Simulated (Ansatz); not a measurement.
# Lattice dynamics of (MgO)1(LiF)2 [001] superlattice, started as rocksalt type

Task: relax (MgO)1(LiF)2 [001] superlattice, started as rocksalt type, then find its harmonic phonons.

Main program and level: Ansatz 0.2.0; DFT PBE, scalar-relativistic, plane waves, PAW.

The structure was built from a prototype and need not be the compound's stable phase.

## Step 1: Starting point

It takes space group I4/mmm (No. 139, tetragonal). The conventional cell has a = 2.892 Å, b = 2.892 Å, c = 12.270 Å, α = 90.00°, β = 90.00°, γ = 90.00°. F has 1 Mg at 2.04 Å and 5 Li at 2.04 to 2.05 Å nearest. Nearest to Li lie 1 O at 2.04 Å and 5 F at 2.04 to 2.05 Å. Nearest to Mg lie 2 F at 2.04 Å and 4 O at 2.04 Å. O has 2 Li at 2.04 Å and 4 Mg at 2.04 Å nearest. Farther neighbours and most contacts between anions are not listed.

## Step 2: Rough relaxation

A rough relaxation comes first, because large forces or stress need no tight tolerances yet.

File input.yaml:

```yaml
crystal:
  lattice:
    - [2.045, 2.045, 0.0]
    - [-2.045, 2.045, 0.0]
    - [2.045, 0.0, 6.135]
  atoms:
    - { symbol: F, position: [0.833333, 0.166667, 0.333333] }
    - { symbol: F, position: [0.166667, 0.833333, 0.666667] }
    - { symbol: Li, position: [0.333333, 0.666667, 0.333333] }
    - { symbol: Li, position: [0.666667, 0.333333, 0.666667] }
    - { symbol: Mg, position: [0.0, 0.0, 0.0] }
    - { symbol: O, position: [0.5, 0.5, 0.0] }
kpoints:
  mp_grid: { grid: [8, 8, 8] }
hamiltonian:
  xc: pbe
scf:
  occupations: { method: gaussian, width: 0.1 }
output:
  forces: true
  stress: true
  eigenvalues: true
relax:
  adjacent_minimum: "off"
  f_tol: 0.05
  max_steps: 80
  cell: { stress_tol: 0.5 }
```

Run with:

```bash
> ansatz run input.yaml --threads 8 --pin off --max-ram 14336MiB --backend cpu --events-out ev --progress --plain --runs-dir out
```

Numbers of over 12 decimals in the logs are rounded to 6 here.

Output:

```text
[...]
cell:  # Å, volume = 53.5471 Å³
    - [2.074294, 2.074294, 0.0]
    - [-2.074294, 2.074294, 0.0]
    - [2.074294, 0, 6.222502]
  atoms:
    - { symbol: F, position: [0.829322, 0.170678, 0.341355] }
    - { symbol: F, position: [0.170678, 0.829322, 0.658645] }
    - { symbol: Li, position: [0.334290, 0.665710, 0.331420] }
    - { symbol: Li, position: [0.665710, 0.334290, 0.668580] }
    - { symbol: Mg, position: [0, 0, 0.0] }
    - { symbol: O, position: [0.5, 0.5, 0.0] }
[key lines of the parts left out:]
SCF converged after 6 iterations
Free energy (F): -4526.272185 eV
Fermi energy:    7.454196 eV
P = ⅓ Tr σ = 0.0543 GPa (0.543 kbar)
```

It took 4.3 s on 8 threads of Arm Neoverse V2, shared host; peak memory 0.43 GiB.

Step by step:

| step | energy less that of the first step (eV) | largest force component (eV/Å) | pressure (GPa) | volume (Å³) |
| --- | --- | --- | --- | --- |
| 1 | 0.0000 | 0.6448 | 5.14 | 51.31 |
| 2 | -0.0413 | 0.3129 | 3.14 | 52.04 |
| 3 | -0.0560 | 0.0550 | 0.41 | 53.19 |
| 4 | -0.0563 | 0.0384 | 0.04 | 53.36 |
| 5* | -0.0665 | 0.0384 | 0.43 | 53.36 |
| 6 | -0.0666 | 0.0019 | 0.04 | 53.55 |
| 7* | -0.0673 | 0.0019 | 0.05 | 53.55 |

Relaxation steps marked * repeat the geometry before them on a plane-wave basis chosen anew for their cell, so energy and pressure can jump there.

Forces are held to the 16 operations that the run works with; a distortion that breaks them can't arise in this run.

| conventional cell, symmetrised | before | after | change |
| --- | --- | --- | --- |
| a (Å) | 2.892 | 2.933 | +1.4 % |
| b (Å) | 2.892 | 2.933 | +1.4 % |
| c (Å) | 12.270 | 12.445 | +1.4 % |
| volume (Å³/atom) | 8.55 | 8.92 | +4.4 % |

The atoms that moved most (Å, as changes of fractional coordinates times the final cell):

| atom | dx | dy | dz | length |
| --- | --- | --- | --- | --- |
| F2 | 0.000 | 0.000 | -0.050 | 0.050 |
| F1 | 0.000 | 0.000 | 0.050 | 0.050 |
| Li4 | 0.000 | 0.000 | 0.012 | 0.012 |
| Li3 | 0.000 | 0.000 | -0.012 | 0.012 |

The relaxed structure:

```xyz
6
Lattice="2.0743 2.0743 0.0000 -2.0743 2.0743 0.0000 2.0743 0.0000 6.2225" Properties=species:S:1:pos:R:3 pbc="T T T"
F     2.0743    2.0743    2.1241
F     0.0000    2.0743    4.0984
Li    0.0000    2.0743    2.0623
Li    2.0743    2.0743    4.1602
Mg    0.0000    0.0000    0.0000
O     0.0000    2.0743    0.0000
```

Numbers from this step:

```
pressure           : 0.05435 GPa
gap on the k-mesh  : 5.496 eV
volume per atom    : 8.925 Å³
direct gap on mesh : 5.496 eV
```

In this step the volume went from 8.55 to 8.92 Å³/atom.

## Step 3: Relaxation

The cell and atoms are relaxed, since residual forces and stress would shift the frequencies.

File input.yaml:

```yaml
crystal:
  lattice:
    - [2.0742943591, 2.0742943591, 0.0]
    - [-2.0742943591, 2.0742943591, 0.0]
    - [2.0742943591, 0.0, 6.2225022646]
  atoms:
    - { symbol: F, position: [0.8293222645, 0.1706777355, 0.341355471] }
    - { symbol: F, position: [0.1706777355, 0.8293222645, 0.658644529] }
    - { symbol: Li, position: [0.3342901944, 0.6657098056, 0.3314196113] }
    - { symbol: Li, position: [0.6657098056, 0.3342901944, 0.6685803887] }
    - { symbol: Mg, position: [0.0, 0.0, 0.0] }
    - { symbol: O, position: [0.5, 0.5, 0.0] }
kpoints:
  mp_grid: { grid: [8, 8, 8] }
hamiltonian:
  xc: pbe
scf:
  occupations: { method: gaussian, width: 0.02 }
output:
  forces: true
  stress: true
  eigenvalues: true
relax:
  adjacent_minimum: "off"
  f_tol: 0.005
  max_steps: 80
  cell: { stress_tol: 0.05 }
```

Output:

```text
[...]
Crystal: 6 atoms, lattice volume = 53.547 Å³
Basis set: ecut = 420 eV, 1025 PW (Γ), exchange–correlation on 40×40×90 points (8 copies of the dense FFT grid, shifted against one another)
Bands: 24, of which v1, the nominal top of the filled ones, is band 18 counted from 1 (17 counted from 0)
Symmetry: 16 space group operations
[...]
k-points: 59 of 512
[...]
cell:  # Å, volume = 53.5928 Å³
    - [2.074202, 2.074202, 0.0]
    - [-2.074202, 2.074202, 0.0]
    - [2.074202, 0, 6.228366]
  atoms:
    - { symbol: F, position: [0.829339, 0.170661, 0.341322] }
    - { symbol: F, position: [0.170661, 0.829339, 0.658678] }
    - { symbol: Li, position: [0.334273, 0.665727, 0.331454] }
    - { symbol: Li, position: [0.665727, 0.334273, 0.668546] }
    - { symbol: Mg, position: [0, 0, 0] }
    - { symbol: O, position: [0.5, 0.5, 0] }
[key lines of the parts left out:]
SCF converged after 6 iterations
Free energy (F): -4526.272283 eV
Fermi energy:    7.439535 eV
P = ⅓ Tr σ = -0.0174 GPa (-0.174 kbar)
```

The job ended after 2.3 s (8 threads; peak memory 0.43 GiB).

Little changed from the start: no atom moved by 0.005 Å and no cell edge by 0.1 %.

This step gave:

| Item | Value |
| --- | --- |
| pressure | -0.01740 GPa |
| gap on the k-mesh | 5.489 eV |
| volume per atom | 8.932 Å³ |
| direct gap on mesh | 5.489 eV |

In this step the volume went from 8.92 to 8.93 Å³/atom.

## Step 4: Relaxing to small forces for the phonons

Phonons need a cell at rest on their own settings, so the relaxation is repeated with tight tolerances on forces and stress on the k mesh and occupations of the first response run.

File input.yaml:

```yaml
crystal:
  lattice:
    - [2.0742020896, 2.0742020896, 0.0]
    - [-2.0742020896, 2.0742020896, 0.0]
    - [2.0742020896, 0.0, 6.2283657235]
  atoms:
    - { symbol: F, position: [0.8293391684, 0.1706608316, 0.3413216632] }
    - { symbol: F, position: [0.1706608316, 0.8293391684, 0.6586783368] }
    - { symbol: Li, position: [0.33427319, 0.66572681, 0.3314536201] }
    - { symbol: Li, position: [0.66572681, 0.33427319, 0.6685463799] }
    - { symbol: Mg, position: [0.0, 0.0, 0.0] }
    - { symbol: O, position: [0.5, 0.5, 0.0] }
kpoints:
  mp_grid: { grid: [8, 8, 8] }
hamiltonian:
  xc: pbe
scf:
  occupations: { method: fixed }
output:
  forces: true
  stress: true
  eigenvalues: true
relax:
  adjacent_minimum: "off"
  f_tol: 0.001
  max_steps: 60
  cell: { stress_tol: 0.01 }
```

Output:

```text
[...]
Crystal: 6 atoms, lattice volume = 53.593 Å³
Basis set: ecut = 420 eV, 1025 PW (Γ), exchange–correlation on 40×40×90 points (8 copies of the dense FFT grid, shifted against one another)
Bands: 24, of which v1, the nominal top of the filled ones, is band 18 counted from 1 (17 counted from 0)
Symmetry: 16 space group operations
[...]
k-points: 59 of 512
[...]
cell:  # Å, volume = 53.5858 Å³
    - [2.073825, 2.073825, 0.0]
    - [-2.073825, 2.073825, 0.0]
    - [2.073825, 0, 6.229821]
  atoms:
    - { symbol: F, position: [0.829357, 0.170643, 0.341286] }
    - { symbol: F, position: [0.170643, 0.829357, 0.658714] }
    - { symbol: Li, position: [0.334281, 0.665719, 0.331438] }
    - { symbol: Li, position: [0.665719, 0.334281, 0.668562] }
    - { symbol: Mg, position: [0, 0, 0.0] }
    - { symbol: O, position: [0.5, 0.5, 0.0] }
[key lines of the parts left out:]
SCF converged after 10 iterations
Free energy (F): -4526.272274 eV
Fermi energy:    4.696685 eV
P = ⅓ Tr σ = 0.0007 GPa (0.007 kbar)
```

The job ended after 5.1 s (8 threads; peak memory 0.44 GiB; 32 s of CPU time).

Little changed from the start: no atom moved by 0.005 Å and no cell edge by 0.1 %.

This step gave:

```yaml
pressure: 7.03e-4 GPa
gap_on_the_k_mesh: 5.490 eV
volume_per_atom: 8.931 Å³
direct_gap_on_mesh: 5.490 eV
```

The largest force component left is 0.087 meV/Å and the pressure is 0.001 GPa, within the tolerances set. The cell now holds 8.93 Å³/atom.

(Continued in part 2 of 2.)

[Logs are printed without paths, hosts, clocks, repeated set-up lines and the standing remarks that a program may print on its own settings, such as how far it seeks lower states.]

[Hosts, paths, dates, database ids (printed as entryN), source tags and the programs' standing remarks are cut or masked in the printed files.]
